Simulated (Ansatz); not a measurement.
# Changed inputs in constrained RPA: KVF3 (Pm-3m)

What does U in KVF3 (Pm-3m) depend on besides the window?

Program: Ansatz 0.2.0. Level of theory: constrained RPA on LDA, plane waves, PAW. Results are calculated unless marked as measured.

## 1. Set-up

The structure is cubic, space group Pm-3m (No. 221). Conventional cell: a = 4.131 Å, b = 4.131 Å, c = 4.131 Å, α = 90.00°, β = 90.00°, γ = 90.00°. Nearest to K lie 12 F at 2.92 Å. Nearest to V lie 6 F at 2.07 Å. Nearest to F lie 2 V at 2.07 Å and 4 K at 2.92 Å. Farther neighbours and most contacts between anions are not listed.

The cell and positions come from the Crystallography Open Database and are kept as given unless a step says otherwise. The default PAW set here is soft_2. Its files were made with PBE.

## 2. Base: V t2g, bands v2 to c1, 4×4×4 mesh, medium accuracy

Constrained RPA screens the interaction with every transition except those inside the target bands, which a later many-body model would treat itself.

The input, input.yaml:

```yaml
crystal:
  lattice:
    - [0.0, 0.0, -4.131]
    - [0.0, -4.131, 0.0]
    - [-4.131, 0.0, 0.0]
  atoms:
    - { symbol: K, position: [0.0, 0.0, 0.0] }
    - { symbol: V, position: [0.5, 0.5, 0.5] }
    - { symbol: F, position: [0.5, 0.5, 0.0] }
    - { symbol: F, position: [0.0, 0.5, 0.5] }
    - { symbol: F, position: [0.5, 0.0, 0.5] }
kpoints:
  mp_grid: { grid: [8, 8, 8] }
hamiltonian:
  xc: lda
scf:
  occupations: { method: gaussian, width: 0.08 }
  n_extra_bands: 19
  max_iter: 150
output:
  crpa:
    kmesh: [4, 4, 4]
    target_bands: [v2, c1]
    projections: [{ species: V, l: d, shell: 3, orbitals: [dxz, dyz, dxy] }]
  local_orbitals:
    kmesh: [8, 8, 8]
    orbitals: [{ species: V, l: d, shell: 3, orbitals: [dxz, dyz, dxy] }]
    window: { bands: [v2, c1] }
    seedname: lo
```

Command:

```
> ansatz run input.yaml --threads 4 --pin off --max-ram 9216MiB --backend cpu --events-out ev --progress --plain --runs-dir out
```

Numbers of over 12 decimals in the logs are rounded to 6 here.

Log:

```text
scf.n_extra_bands = 19 over 22 filled bands (N_el = 43.0): the run solves 41 bands
Engine: ansatz 0.2.0, aarch64-unknown-linux-gnu
Pseudopotentials: kind: paw
Pseudopotential: K, paw, valence charge 9, recommended cutoff 420 eV (normal), K.paw.azcp
Pseudopotential: V, paw, valence charge 13, recommended cutoff 420 eV (normal), V.paw.azcp
Pseudopotential: F, paw, valence charge 7, recommended cutoff 420 eV (normal), F.paw.azcp
Functional definition: SPW92
  exchange = slater_x
  correlation = pw_c
Crystal: 5 atoms, lattice volume = 70.496 Å³
Basis set: ecut = 420 eV, 1357 PW (Γ)
Bands: 41, of which v1, the nominal top of the filled ones, is band 22 counted from 1 (21 counted from 0)
Symmetry: 48 space group operations
Space group: Pm-3m (ITA 221), of the structure as read, at distance tolerance 4.1e-5 Å
k-points: 35 of 512
Non-local potential: K, projectors of the file, l = 0: 3, l = 1: 2, l = 2: 2
Non-local potential: V, projectors of the file, l = 0: 3, l = 1: 2, l = 2: 3, l = 3: 1
Non-local potential: F, projectors of the file, l = 0: 2, l = 1: 2, l = 2: 1
PAW form: soft (Blöchl's): semilocal exchange-correlation on the pseudo side does not see the compensation charge
PAW frozen core: K, regenerated for the run's functional, and the local potential with it (the file was generated under x = pbe(κ = 0.804, μ = 0.219515), c = pbe(β = 0.066725))
PAW frozen core: V, regenerated for the run's functional, and the local potential with it (the file was generated under x = pbe(κ = 0.804, μ = 0.219515), c = pbe(β = 0.066725))
PAW frozen core: F, regenerated for the run's functional, and the local potential with it (the file was generated under x = pbe(κ = 0.804, μ = 0.219515), c = pbe(β = 0.066725))
PAW one-centre angular grid: K, 110 points (default); XC on 64 Gauss nodes
PAW one-centre angular grid: V, 590 points (default); XC on 64 Gauss nodes
PAW one-centre angular grid: F, 110 points (default); XC on 64 Gauss nodes
Initial density: superposition of atomic densities (neutral atoms: chi_scale 0, normalization atom), corrected by the library's trained network
Initial wavefunctions: pseudopotential atomic-orbital guess
Functional: x = slater, c = lda
SCF iter   1: F=—  HF=-6741.391352 eV  |F-HF|=—  |Δ(HF+E_count)|=         —  Δρ=2.02e-2  dr2=1.99e-1  ethr=1.77e-3  ⟨swp⟩=5.2  Hψ=6095  notcnv=0  defer=213
preconditioner: auto → LDOS  [metal: Δε(μ)=0.004 eV  Ē_g=19.432 eV  σ=0.080 eV  W_gap=0.03  n_scr=18 (ndim 8)  ℏωp=25.4 eV  f_vac=0.064  D(μ)=10.43/eV (n_scr^D=170)  β→1.0]
SCF iter   2: F=—  HF=-6741.337319 eV  |F-HF|=—  |Δ(HF+E_count)|=   5.40e-2  Δρ=8.99e-3  dr2=2.26e-2  ethr=4.64e-4  ⟨swp⟩=2.3  Hψ=2513  notcnv=0  defer=378
[...]
SCF iter   8: F=-6741.330770 eV  HF=-6741.330770 eV  |F-HF|=2.99e-8  |Δ(HF+E_count)|=   5.38e-7  Δρ=9.11e-6  dr2=2.83e-8  ethr=2.33e-10  ⟨swp⟩=8.4  Hψ=7373  notcnv=0
SCF 1 converged in 8 iterations: F = -6741.330770 eV  dr2 = 2.83e-8
[...]
NSCF: frozen V_eff on 38 k-points
NSCF: frozen V_eff on 10 k-points
[...]
cRPA screening: q 1/64
cRPA screening: q 2/64
cRPA screening: q 8/64 (q-point 3)
cRPA screening: q 11/64 (q-point 6)
cRPA screening: q 23/64 (q-point 7)
cRPA screening: q 35/64 (q-point 11)
cRPA screening: q 38/64 (q-point 22)
cRPA screening: q 46/64 (q-point 23)
cRPA screening: q 58/64 (q-point 27)
cRPA screening: q 64/64 (q-point 43)
SCF converged after 8 iterations
Free energy (F): -6741.330770 eV
Harris-Foulkes:  -6741.330770 eV  (|F-HF|=2.99e-8)
Internal energy: -6741.296573 eV  (E = F + TS)
E sigma→0 (E₀):  -6741.313671 eV
Entropy (-TS):   -0.034197 eV (-6.839 meV/atom)
Fermi energy:    9.161242 eV
--- Per-component energies (eV) ---
  E_band       = -423.598140
  E_kinetic    = 1201.558578
  E_local      = -3677.805258  (includes V_loc(G=0)·N_el)
  E_nonlocal   = 206.700308
  E_hartree    = 1453.017839
  E_xc         = -493.322761
  E_vxc        = -627.435159  (∫ρ·V_xc dr)
  E_paw        = -2368.603483  (= ΣΔE_a)
  E_vpaw       = -432.654655  (= ΣTr[D̂ρ^β])
  E_aug_tail   = 0.006251  (compensation charges beyond the density's cutoff)
  E_ewald      = -3063.791452
  E_core_change = 0.943405  (= ΣΔE_core)
  E_smearing   = -0.034197  (= −TS)
  E_closure    = -0.000000  (closes the sum)
  Σ components = -6741.330770   (vs F -6741.330770, Δ=0.00e0)
--- Band table (eV; the first three rows and the last of 35) ---
  k-point 0: bands = [... 18 lower, 2.0590, 2.0590, 8.4863, 8.4863, 8.4863, 9.3303, 9.6197, 9.6197, ... 15 higher]
  k-point 1: bands = [... 18 lower, 2.0288, 2.0288, 8.4988, 8.5894, 8.5894, 9.5528, 9.6271, 9.8332, ... 15 higher]
  k-point 2: bands = [... 18 lower, 1.9745, 1.9745, 8.5293, 8.8389, 8.8389, 9.6432, 9.9464, 10.5091, ... 15 higher]
  k-point 34: bands = [... 18 lower, 2.4062, 2.4062, 9.6979, 9.6979, 9.6979, 11.7033, 11.7033, 12.7887, ... 15 higher]
--- cRPA (band scheme, projected local orbitals): target bands 21..23 (1-based), 3 Wannier function(s), 4×4×4 mesh, 46 bands' worth read of 51 solved, ecut_chi 136.0 eV, v(q+G=0) probe_charge, pair densities all_electron ---
  bands read: the sum over 46 bands ends inside a degenerate multiplet in 25 slots, whose members it reads at an even weight; the widest, k=0: bands 45 to 47 (counted from 1) at 2/3 each
  χ-basis size per q: N_G = 236..280
  window electrons = 3.0000, filled by tetrahedron_uncorrected; constrained ε̄⁻¹(q = 0, 0) head = 0.389642; min gauge Gram eig = 0.8888
  Kanamori averages over each shell's own Wannier functions (sites counted from 0, functions from 1):
    Site 1, 3D, 3 of 5 d orbitals (Wannier functions 1, 2, 3; wannier90's mr 2, 3, 5):
      screened: U = 6.6572 eV, U' = 5.6517 eV, J = 0.4736 eV
      screened, to within: U = 5.2e-3 eV, U' = 5.2e-3 eV, J = 6.0e-4 eV
      bare: V = 17.5799 eV, V' = 16.2916 eV, J = 0.6426 eV
  Hermiticity witness max|P − P†| over intra, direct and exchange elements: 7.11e-15 eV (screened), 1.54e-19 eV (bare)
  Reality witness max|Im| over intra, direct and exchange elements: 2.76e-19 eV (screened), 2.50e-19 eV (bare)
```

Wall time 52 s (4 threads of Arm Neoverse V1, shared host); peak memory 0.56 GiB.

In the SCF lines HF is the Harris–Foulkes energy and dr2 the Hartree energy of the density residual, in eV; the loop may stop once dr2 is under the threshold and the program's other checks hold. Hψ counts applications of the Hamiltonian.

Numbers from this step:

```yaml
u: 6.657 eV
u_prime_inter_orbital: 5.652 eV
j: 0.4736 eV
bare_v: 17.58 eV
bare_j: 0.6426 eV
stated_bound_on_u: 0.005194 eV
u_over_bare_v: 0.3787
electrons_in_the_window: 3.000
head_of_the_constrained_inverse_dielectric_matrix: 0.3896
least_eigenvalue_of_the_projection_s_overlap: 0.8888
target_functions: 3
bands_in_the_sums: 46
r_m_s_miss_of_the_model_bands: 3.05e-5 eV
width_of_the_target_bands: 1.212 eV
weight_of_the_projected_orbitals_in_the_window: 0.9323
```

On the V t2g shell, screening brings the on-site interaction from 17.6 eV down to U = 6.66 eV.

## 3. Changed: 6×6×6 mesh

input.yaml, the sections that differ from step 2:

```yaml
output:
  crpa:
    kmesh: [6, 6, 6]
    target_bands: [v2, c1]
    projections: [{ species: V, l: d, shell: 3, orbitals: [dxz, dyz, dxy] }]
# crystal, kpoints, hamiltonian, scf: as in step 2
```

Log:

```text
[...]
Crystal: 5 atoms, lattice volume = 70.496 Å³
Basis set: ecut = 420 eV, 1357 PW (Γ)
Bands: 41, of which v1, the nominal top of the filled ones, is band 22 counted from 1 (21 counted from 0)
Symmetry: 48 space group operations
[...]
k-points: 35 of 512
[...]
SCF iter   1: F=—  HF=-6741.391352 eV  |F-HF|=—  |Δ(HF+E_count)|=         —  Δρ=2.02e-2  dr2=1.99e-1  ethr=1.77e-3  ⟨swp⟩=5.2  Hψ=6095  notcnv=0  defer=213
[...]
SCF iter   8: F=-6741.330770 eV  HF=-6741.330770 eV  |F-HF|=2.99e-8  |Δ(HF+E_count)|=   5.38e-7  Δρ=9.11e-6  dr2=2.83e-8  ethr=2.33e-10  ⟨swp⟩=8.4  Hψ=7373  notcnv=0
SCF 1 converged in 8 iterations: F = -6741.330770 eV  dr2 = 2.83e-8
[...]
NSCF: frozen V_eff on 20 k-points
[...]
cRPA screening: q 1/216
cRPA screening: q 2/216
cRPA screening: q 8/216 (q-point 3)
cRPA screening: q 14/216 (q-point 4)
cRPA screening: q 17/216 (q-point 8)
[...]
SCF converged after 8 iterations
Free energy (F): -6741.330770 eV
[...]
Internal energy: -6741.296573 eV  (E = F + TS)
E sigma→0 (E₀):  -6741.313671 eV
Entropy (-TS):   -0.034197 eV (-6.839 meV/atom)
Fermi energy:    9.161242 eV
[...]
--- Band table (eV; the first three rows and the last of 35) ---
  k-point 0: bands = [... 18 lower, 2.0590, 2.0590, 8.4863, 8.4863, 8.4863, 9.3303, 9.6197, 9.6197, ... 15 higher]
  k-point 1: bands = [... 18 lower, 2.0288, 2.0288, 8.4988, 8.5894, 8.5894, 9.5528, 9.6271, 9.8332, ... 15 higher]
  k-point 2: bands = [... 18 lower, 1.9745, 1.9745, 8.5293, 8.8389, 8.8389, 9.6432, 9.9464, 10.5091, ... 15 higher]
  k-point 34: bands = [... 18 lower, 2.4062, 2.4062, 9.6979, 9.6979, 9.6979, 11.7033, 11.7033, 12.7887, ... 15 higher]
[...]
χ-basis size per q: N_G = 236..280
[...]
Site 1, 3D, 3 of 5 d orbitals (Wannier functions 1, 2, 3; wannier90's mr 2, 3, 5):
      screened: U = 6.6677 eV, U' = 5.6625 eV, J = 0.4740 eV
      screened, to within: U = 5.3e-3 eV, U' = 5.3e-3 eV, J = 6.0e-4 eV
      bare: V = 17.5662 eV, V' = 16.2782 eV, J = 0.6425 eV
[...]
```

It took 5.3 min on 4 threads; peak memory 0.78 GiB; 21 min of CPU time.

This step gave:

```yaml
u: 6.668 eV
u_prime_inter_orbital: 5.663 eV
j: 0.4740 eV
bare_v: 17.57 eV
bare_j: 0.6425 eV
stated_bound_on_u: 0.005205 eV
u_over_bare_v: 0.3796
electrons_in_the_window: 3.000
head_of_the_constrained_inverse_dielectric_matrix: 0.3976
least_eigenvalue_of_the_projection_s_overlap: 0.8888
target_functions: 3
bands_in_the_sums: 46
width_of_the_target_bands: 1.212 eV
weight_of_the_projected_orbitals_in_the_window: 0.9323
```

On the V t2g shell, screening brings the on-site interaction from 17.6 eV down to U = 6.67 eV.

## 4. Changed: 2×2×2 mesh

Changes to input.yaml since step 3:

```diff
@@ -21,3 +21,3 @@
   crpa:
-    kmesh: [6, 6, 6]
+    kmesh: [2, 2, 2]
     target_bands: [v2, c1]
```

Log:

```text
[...]
Crystal: 5 atoms, lattice volume = 70.496 Å³
Basis set: ecut = 420 eV, 1357 PW (Γ)
Bands: 41, of which v1, the nominal top of the filled ones, is band 22 counted from 1 (21 counted from 0)
Symmetry: 48 space group operations
[...]
k-points: 35 of 512
[...]
k-point 34: bands = [... 18 lower, 2.4062, 2.4062, 9.6979, 9.6979, 9.6979, 11.7033, 11.7033, 12.7887, ... 15 higher]
[...]
χ-basis size per q: N_G = 236..280
[...]
Site 1, 3D, 3 of 5 d orbitals (Wannier functions 1, 2, 3; wannier90's mr 2, 3, 5):
      screened: U = 6.9938 eV, U' = 5.9777 eV, J = 0.4728 eV
      screened, to within: U = 6.0e-3 eV, U' = 6.0e-3 eV, J = 6.4e-4 eV
      bare: V = 17.7693 eV, V' = 16.4715 eV, J = 0.6462 eV
[...]
[key lines of the parts left out:]
SCF converged after 8 iterations
Free energy (F): -6741.330770 eV
Fermi energy:    9.161242 eV
```

It took 8.1 s on 4 threads; peak memory 0.47 GiB; 29 s of CPU time.

This step gave:

| Item | Value |
| --- | --- |
| U | 6.994 eV |
| U prime (inter-orbital) | 5.978 eV |
| J | 0.4728 eV |
| bare V | 17.77 eV |
| bare J | 0.6462 eV |
| stated bound on U | 0.005959 eV |
| U over bare V | 0.3936 |
| electrons in the window | 3.000 |
| head of the constrained inverse dielectric matrix | 0.3931 |
| least eigenvalue of the projection's overlap | 0.8888 |
| target functions | 3 |
| bands in the sums | 46 |
| width of the target bands | 1.212 eV |
| weight of the projected orbitals in the window | 0.9323 |

On the V t2g shell, screening brings the on-site interaction from 17.8 eV down to U = 6.99 eV.

## 5. Changed: sums over states

Changes to input.yaml since step 4:

```diff
@@ -21,4 +21,7 @@
   crpa:
-    kmesh: [2, 2, 2]
+    kmesh: [4, 4, 4]
     target_bands: [v2, c1]
     projections: [{ species: V, l: d, shell: 3, orbitals: [dxz, dyz, dxy] }]
+    accuracy: sum_over_states
+    n_empty_bands: 44
+    ecut_chi: 250
```

Log:

```text
[...]
Crystal: 5 atoms, lattice volume = 70.496 Å³
Basis set: ecut = 420 eV, 1357 PW (Γ)
Bands: 41, of which v1, the nominal top of the filled ones, is band 22 counted from 1 (21 counted from 0)
Symmetry: 48 space group operations
[...]
k-points: 35 of 512
[...]
χ-basis size per q: N_G = 619..647
[...]
U and J over all bands: no bound (output.crpa.accuracy: sum_over_states); those below are of the sums over the bands read on the sphere of ecut_chi, with what the atoms add
[...]
Site 1, 3D, 3 of 5 d orbitals (Wannier functions 1, 2, 3; wannier90's mr 2, 3, 5):
      screened: U = 6.8484 eV, U' = 5.7469 eV, J = 0.4843 eV
      bare: V = 17.5799 eV, V' = 16.2916 eV, J = 0.6426 eV
[...]
[key lines of the parts left out:]
SCF converged after 8 iterations
Free energy (F): -6741.330770 eV
Fermi energy:    9.161242 eV
```

It took 12 s on 4 threads; peak memory 0.54 GiB.

This variant gives U = 6.85 eV against 6.66 eV. It is a finite sum over empty states with no bound on its error and stays out of the table below.

## 6. Changed: sums over states on smooth products

Changes to input.yaml since step 5:

```diff
@@ -25,3 +25,4 @@
     accuracy: sum_over_states
+    pair_densities: pseudo
     n_empty_bands: 44
-    ecut_chi: 250
+    ecut_chi: 136
```

Log:

```text
[...]
Crystal: 5 atoms, lattice volume = 70.496 Å³
Basis set: ecut = 420 eV, 1357 PW (Γ)
Bands: 41, of which v1, the nominal top of the filled ones, is band 22 counted from 1 (21 counted from 0)
Symmetry: 48 space group operations
[...]
k-points: 35 of 512
[...]
k-point 2: bands = [... 18 lower, 1.9745, 1.9745, 8.5293, 8.8389, 8.8389, 9.6432, 9.9464, 10.5091, ... 15 higher]
  k-point 34: bands = [... 18 lower, 2.4062, 2.4062, 9.6979, 9.6979, 9.6979, 11.7033, 11.7033, 12.7887, ... 15 higher]
[...]
χ-basis size per q: N_G = 236..280
[...]
Site 1, 3D, 3 of 5 d orbitals (Wannier functions 1, 2, 3; wannier90's mr 2, 3, 5):
      screened: U = 6.9353 eV, U' = 5.7356 eV, J = 0.5333 eV
      bare: V = 17.5799 eV, V' = 16.2916 eV, J = 0.6426 eV
[...]
[key lines of the parts left out:]
SCF converged after 8 iterations
Free energy (F): -6741.330770 eV
Fermi energy:    9.161242 eV
```

Run time: 6.7 s. Hardware: 4 threads; peak memory 0.44 GiB; 24 s of CPU time.

This variant gives U = 6.94 eV against 6.66 eV. It is a finite sum over empty states with no bound on its error and stays out of the table below.

## 7. Changed: more bands than orbitals

Changes to input.yaml since step 6:

```diff
@@ -22,7 +22,3 @@
     kmesh: [4, 4, 4]
-    target_bands: [v2, c1]
+    target_bands: [v2, c2]
     projections: [{ species: V, l: d, shell: 3, orbitals: [dxz, dyz, dxy] }]
-    accuracy: sum_over_states
-    pair_densities: pseudo
-    n_empty_bands: 44
-    ecut_chi: 136
```

Log:

```text
Error: invalid value for `output.crpa.projections`: 3 orbital(s) selected but the target window spans 4 band(s); name one orbital per band of it
```

Wall time 0.1 s (4 threads); peak memory 0.088 GiB.

The program refused the input before any cycle.

The program's message: “Error: invalid value for `output.crpa.projections`: 3 orbital(s) selected but the target window spans 4 band(s); name one orbital per band of it”

The fault put into this input: more bands than orbitals.

(Continued in part 2 of 2.)

[Paths, hosts, dates, memory and timing lines, banners, echoed tables and standing remarks are left out of the program output.]

[Logs are printed without paths, hosts, clocks, repeated set-up lines and the standing remarks that a program may print on its own settings, such as how far it seeks lower states.]

[Runs of the session that timed out or met a known fault of the program may be left out.]

[Hosts, paths, dates, database ids (printed as entryN), source tags and the programs' standing remarks are cut or masked in the printed files.]
